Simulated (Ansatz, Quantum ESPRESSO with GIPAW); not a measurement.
**Solid-state NMR of CdS (Hawleyite) by GIPAW**

Wanted: NMR shieldings for each site of CdS (Hawleyite).

Program: Quantum ESPRESSO with GIPAW 8.0dev (patched build). Level of theory: DFT, PBE, plane-wave PAW (pslibrary 1.0.0 recipes), scalar-relativistic, GIPAW; a patched development version of the program. Results are calculated unless marked as measured.

### Step 1. Set-up

It takes space group F-43m (No. 216, cubic). Conventional cell: a = 5.833 Å, b = 5.833 Å, c = 5.833 Å, α = 90.00°, β = 90.00°, γ = 90.00°. Nearest to Cd lie 4 S at 2.53 Å. Nearest to S lie 4 Cd at 2.53 Å. Farther neighbours and most contacts between anions are not listed.

Structure file:

```cif
data_structure
_symmetry_space_group_name_H-M 'P 1'
_symmetry_Int_Tables_number 1
_cell_length_a 4.1246
_cell_length_b 4.1246
_cell_length_c 4.1246
_cell_angle_alpha 60.000
_cell_angle_beta 60.000
_cell_angle_gamma 60.000
_cell_volume 49.62
loop_
_atom_site_label
_atom_site_type_symbol
_atom_site_fract_x
_atom_site_fract_y
_atom_site_fract_z
_atom_site_occupancy
Cd1 Cd 0.00000 0.00000 0.00000 1
S2 S 0.75000 0.75000 0.75000 1
```

The cell is an entry of the Crystallography Open Database; it need not be the form that is stable at ambient conditions.

A relaxation of the atoms beforehand (Quantum ESPRESSO with GIPAW) moved none by more than 0.003 Å.

### Step 2. The SCF step

GIPAW is a response on top of the ground state, so the wavefunctions come first. Their errors pass straight into the induced current, hence the tight threshold. No empty states are asked for: the response is solved without them. The mesh has a spacing of 0.15 Å⁻¹ at most. The PAW files were made with ld1.x from the pslibrary 1.0.0 recipes, with GIPAW reconstruction switched on.

Input file scf.in:

```
&control
  calculation = 'scf'
  prefix = 'x'
  outdir = './tmp/'
  pseudo_dir = './'
/
&system
  ibrav = 0
  nat = 2
  ntyp = 2
  ecutwfc = 55
  ecutrho = 640
  nbnd = 9
/
&electrons
  conv_thr = 1.0d-10
  mixing_beta = 0.7
  electron_maxstep = 100
/
ATOMIC_SPECIES
  Cd 112.414 Cd.pbe-n-kjpaw_psl.1.0.0-gipaw.UPF
  S 32.060 S.pbe-n-kjpaw_psl.1.0.0-gipaw.UPF
CELL_PARAMETERS angstrom
  0.00000000 2.91650000 2.91650000
  2.91650000 0.00000000 2.91650000
  2.91650000 2.91650000 0.00000000
ATOMIC_POSITIONS crystal
  Cd 0.00000000 0.00000000 0.00000000
  S 0.75000000 0.75000000 0.75000000
K_POINTS automatic
  13 13 13 0 0 0
```

Run with:

```bash
mpirun -np 4 pw.x -nk 4 -in scf.in > scf.out
```

Output:

```text
[...]
as large as its charge; the limit is 4.5
     Functions over the limit replaced by smooth ones with the moment of the charge, as mend_augmentation asks: 1
     This moves results (see INPUT_PW). Waves and levels in the save fit builds from 8.0dev_s219 on
     using ibrav=0 with symmetry is DISCOURAGED, use correct ibrav instead

     bravais-lattice index     =            0
     lattice parameter (alat)  =       7.7943  a.u.
     unit-cell volume          =     334.8209 (a.u.)^3
     number of atoms/cell      =            2
     number of atomic types    =            2
     number of electrons       =        18.00
     number of Kohn-Sham states=            9
     kinetic-energy cutoff     =      55.0000  Ry
     charge density cutoff     =     640.0000  Ry
     scf convergence threshold =      1.0E-10
     mixing beta               =       0.7000
     number of iterations used =            8  plain     mixing
     Exchange-correlation= SLA-PW-PBX-PBC
                           (   1   4   3   4   0   0   0)
[...]
Cd               12.00   112.41400     Cd( 1.00)
     S                 6.00    32.06000     S ( 1.00)

     24 Sym. Ops. (no inversion) found
[...]
number of k points=    84
[...]
Dense  grid:    91353 G-vectors     FFT dimensions: (  64,  64,  64)

     Smooth grid:    18499 G-vectors     FFT dimensions: (  40,  40,  40)

     Initial potential from superposition of free atoms

     starting charge      17.9951, renormalised to      18.0000
     Starting wfcs are   13 randomized atomic wfcs

     Self-consistent Calculation

     iteration #  1     ecut=    55.00 Ry     beta= 0.70
     Davidson diagonalization with overlap
     ethr =  1.00E-02,  avg # of iterations =  1.2

     Threshold (ethr) on eigenvalues was too large:
     Diagonalizing with lowered threshold

     Davidson diagonalization with overlap
     ethr =  3.97E-04,  avg # of iterations =  3.2

     total energy              =    -448.16906164 Ry
     estimated scf accuracy    <       0.07502777 Ry

     iteration #  2     ecut=    55.00 Ry     beta= 0.70
     Davidson diagonalization with overlap
     ethr =  4.17E-04,  avg # of iterations =  2.9

     total energy              =    -448.19201054 Ry
     estimated scf accuracy    <       0.00398518 Ry

     iteration #  3     ecut=    55.00 Ry     beta= 0.70
[...]
total energy              =    -448.19353655 Ry
     estimated scf accuracy    <       0.00247614 Ry

[...]
total energy              =    -448.19455242 Ry
[...]
iteration # 16     ecut=    55.00 Ry     beta= 0.70
     Davidson diagonalization with overlap
     ethr =  8.51E-13,  avg # of iterations =  4.3

     total energy              =    -448.19455242 Ry
     estimated scf accuracy    <          1.4E-10 Ry

     iteration # 17     ecut=    55.00 Ry     beta= 0.70
     Davidson diagonalization with overlap
     ethr =  8.02E-13,  avg # of iterations =  2.5

     End of self-consistent calculation
     [one-electron energies left out]

!    total energy              =    -448.19455242 Ry
     total all-electron energy =    -11987.845136 Ry
     estimated scf accuracy    <          1.4E-11 Ry

     The total energy is the sum of the following terms:
     one-electron contribution =     -35.88318256 Ry
     hartree contribution      =      32.84971535 Ry
     xc contribution           =     -28.02923997 Ry
     ewald contribution        =     -85.34640031 Ry
     one-center paw contrib.   =    -331.78544493 Ry

     convergence has been achieved in  17 iterations
[...]
JOB DONE.
```

Elapsed: 27 s, on 4 MPI ranks of Arm Neoverse V2, shared host; peak memory 0.64 GiB; 1.8 min of CPU time.

It converged in 17 cycles to an estimated accuracy of 1e-11 Ry, on 84 irreducible k-points.

### Step 3. GIPAW: job nmr

The job finds the current that a weak uniform field induces (applied as a long wave, q_gipaw) and the field that this current makes at each nucleus. On atoms with p or d valence electrons much of the paramagnetic part arises close to the nucleus, where the PAW partial waves rebuild the true states. pawproj makes the reconstruction use the PAW data sets' own projectors.

Input file nmr.in:

```
&inputgipaw
  job = 'nmr'
  prefix = 'x'
  tmp_dir = './tmp/'
  restart_mode = 'from_scratch'
  verbosity = 'low'
  q_gipaw = 0.01
  spline_ps = .true.
  conv_threshold = 1.0d-11
  use_nmr_macroscopic_shape = .false.
  pawproj(1) = .true.
  pawproj(2) = .true.
/
```

Run with:

```bash
mpirun -np 4 gipaw.x -in nmr.in > nmr.out
```

Output:

```text
[banner, memory and clock lines left out]
[a note of our patched build left out]

     Parallelizing q-star over 1 images

     IMPORTANT: XC functional enforced from input :
     Exchange-correlation= PBE
                           (   1   4   3   4   0   0   0)
     Any further DFT definition will be discarded
     Please, verify this is what you really want

     In Cd.pbe-n-kjpaw_psl.1.0.0-gipaw.UPF the largest augmentation function (projectors 1 and 4, L = 1) is 10.7 times
     as large as its charge; the limit is 4.5
     Functions over the limit replaced by smooth ones with the moment of the charge, as in the saved run: 1

[...]
alpha_pv=     24.7560 eV

     spline_ps is .false., expect some extrapolation errors

     q-space interpolation up to    66.00 Rydberg

     GIPAW job: nmr
     NMR macroscopic correction: no
[...]
Computing the magnetic susceptibility     isolve=0    ethr=  0.1000E-10
     Starting from scratch
     k-point #    1 of    84      pool #  1    cpu time:       1.0
[...]
End of magnetic susceptibility calculation

     f-sum rule (1st term):
           -15.6693          0.0000          0.0000
             0.0000        -15.6693          0.0000
             0.0000          0.0000        -15.6693

     f-sum rule (2nd term):
            -0.1323          0.0000          0.0000
            -0.0000         -0.1323          0.0000
             0.0000         -0.0000         -0.1323

     f-sum rule (should be   -15.8007):
           -15.8016          0.0000          0.0000
             0.0000        -15.8016          0.0000
             0.0000          0.0000        -15.8016

[... susceptibilities left out ...]
     Contributions to the NMR chemical shifts: -------------------------------

     Macroscopic shape contribution in ppm:                    0.00
             0.0000          0.0000          0.0000
             0.0000          0.0000          0.0000
             0.0000          0.0000          0.0000

     Core contribution in ppm:

     Atom  1  Cd  pos: (  0.000000  0.000000  0.000000)  core sigma:        4800.30
     Atom  2  S   pos: (  1.060660  1.060660  1.060660)  core sigma:         979.79

     Bare contribution in ppm:

     Atom  1  Cd  pos: (  0.000000  0.000000  0.000000)  bare sigma:          63.12
[...]
Atom  2  S   pos: (  1.060660  1.060660  1.060660)  bare sigma:          38.95
[...]
Diamagnetic contribution in ppm:

     Atom  1  Cd  pos: (  0.000000  0.000000  0.000000)  dia sigma:          89.87
[...]
Atom  2  S   pos: (  1.060660  1.060660  1.060660)  dia sigma:          -5.46
[...]
Paramagnetic contribution in ppm:

     Atom  1  Cd  pos: (  0.000000  0.000000  0.000000)  para sigma:         676.75
[...]
Atom  2  S   pos: (  1.060660  1.060660  1.060660)  para sigma:        -456.37
[...]
Paramagnetic US occ-occ contribution in ppm:

     Atom  1  Cd  pos: (  0.000000  0.000000  0.000000)  para_oo sigma:          -4.90
[...]
Atom  2  S   pos: (  1.060660  1.060660  1.060660)  para_oo sigma:          -9.89
[...]
Paramagnetic US L_R Q_R contribution in ppm:

     Atom  1  Cd  pos: (  0.000000  0.000000  0.000000)  para_lq sigma:       -2660.37
[...]
Atom  2  S   pos: (  1.060660  1.060660  1.060660)  para_lq sigma:         132.57
[...]
Total NMR chemical shifts in ppm: ---------------------------------------
     (adopting the Simpson convention for anisotropy and asymmetry)-----------

     Atom  1  Cd  pos: (  0.000000  0.000000  0.000000)  Total sigma:        2964.77
          2964.7729          0.0000         -0.0000
            -0.0000       2964.7729          0.0000
            -0.0000          0.0000       2964.7729

     Cd      1    anisotropy:      0.00    eta:    0.0000
[...]
Atom  2  S   pos: (  1.060660  1.060660  1.060660)  Total sigma:         679.60
           679.5994          0.0000         -0.0000
             0.0000        679.5994         -0.0000
            -0.0000         -0.0000        679.5994

     S       2    anisotropy:      0.00    eta:    0.0000
[...]
```

The job ended after 3.6 min (4 MPI ranks; peak memory 0.46 GiB).

The f-sum rule is met to 9.0e-4 of 15.8 (0.006 %). Converged shieldings require that this miss be small, but a small miss does not prove them. This build smooths some augmentation functions of the files as it reads them, which, it says, moves results; by how much was not measured here.

From the symmetric part of each tensor, with principal values σ11 ≤ σ22 ≤ σ33: σ_iso is their mean, the span is σ33 − σ11 and the skew 3(σ_iso − σ22)/span. (gipaw.x prints an anisotropy in another convention.)

| site | atom no. | atoms in cell | σ_iso (ppm) | span (ppm) | skew |
| --- | --- | --- | --- | --- | --- |
| Cd | 1 | 1 | 2965 | 0 | - |
| S | 2 | 1 | 679.6 | 0.0 | - |

The macroscopic shape term is switched off. For a spherical sample the valence susceptibility of this run would add about 13 ppm to every site, a rough estimate, since the susceptibility converges slowly and lacks part of the PAW terms. Differences within the crystal don't depend on it, but shieldings of different compounds can't be compared to better than a few ppm without it.

Cd and S sit on cubic site symmetry, where the tensor must be isotropic.

The quadrupolar nuclei (33S) sit on sites where the field gradient vanishes by symmetry, so they have no quadrupolar coupling.

### Step 4. NMR parameters by site

Covalently bonded atoms count as neighbours within 1.18 times the sum of their radii. Otherwise a cation's neighbours lie within 1.2 times its shortest bond (1.3 for large cations, each anion's radius taken off where they differ), and an anion's are the cations that count it.

| site | atom no. | atoms in cell | surroundings | bonds (Å) | σ_iso (ppm) |
| --- | --- | --- | --- | --- | --- |
| Cd | 1 | 1 | CdS4 | 2.526 | 2965 |
| S | 2 | 1 | bound to Cd4 | 2.526 | 679.6 |

### Step 5. Cost against result

Each row names what was changed: another mesh tests the sampling of the zone; another cutoff tests the basis; another functional shows how far the paramagnetic term hangs on the exchange-correlation form.

Changes of σ_iso (ppm) against the run above (PBE, cutoffs 55 and 640 Ry, mesh 13×13×13, 16 min). Times are CPU times of pw.x and gipaw.x together, on 4 MPI ranks of Arm Neoverse V2, shared host; on a shared host they are rough. A run is marked as doubtful where the f-sum miss passes 0.015 electrons, or that much for each three atoms in larger cells (with Tl, Pb, Hg, Bi or Sn a third of that, or a mesh spacing over 0.26 Å⁻¹), or where the susceptibility is unphysically large.

| run | CPU time | f-sum miss | Cd | S |
| --- | --- | --- | --- | --- |
| mesh 16×16×16 | 27 min | 0 | -0.8 | +7.6 |
| mesh 7×7×7 (marked) | 4.3 min | 0.040 | +9.2 | -194.7 |
| cutoffs 45 and 540 Ry (coarse on purpose) | 13 min | 9.0e-4 | +1.8 | +0.1 |
| revPBE | 16 min | 5.0e-4 | +27.4 | +24.7 |

The largest move is -194.7 ppm, on S, from mesh 7×7×7.

### Step 6. Results

| Item | Value |
| --- | --- |
| 113Cd shielding without shape term | 2965 ppm |
| 33S shielding without shape term | 679.6 ppm |

What this shows: 113Cd has one site (CdS4), with isotropic shielding 2965 ppm (shape term left out). A shift needs a reference, δ = σ_ref − σ, fixed on measured compounds; for 113Cd of this kind at this level too few were at hand, or they scattered too widely about a line, so none is given. Going to mesh 16×16×16 changes no isotropic shielding by more than 7.6 ppm, a first measure of the error left in that respect. A higher cutoff was not carried through on these files. The cheaper run with cutoffs 45 and 540 Ry takes about 80 % of the time and is off by 1.8 ppm on Cd. The largest change with the functional is 27.4 ppm in absolute shielding; part of that drops out once each functional has its own reference line. The scalar-relativistic files are used with non-relativistic response operators, which weighs most on the heavy atoms' own shieldings. This build of gipaw.x prints that it is not audited and that its numbers are no references by themselves. It also reports spline_ps as false although the input sets it; why was not traced. pw.x warned of eigenvalues not converged in some cycles of 2 ground-state runs, which then met the threshold.

[Banner, clock, file and message-heading lines were taken out of the pw.x and gipaw.x logs.]

[Logs are printed without paths, hosts, clocks, repeated set-up lines and the standing remarks that a program may print on its own settings, such as how far it seeks lower states.]

[Hosts, paths, dates, database ids (printed as entryN), source tags and the programs' standing remarks are cut or masked in the printed files.]

[Where no reference line passes its bar on scatter, no shift is given, so a measured shift of this compound may stand uncompared.]
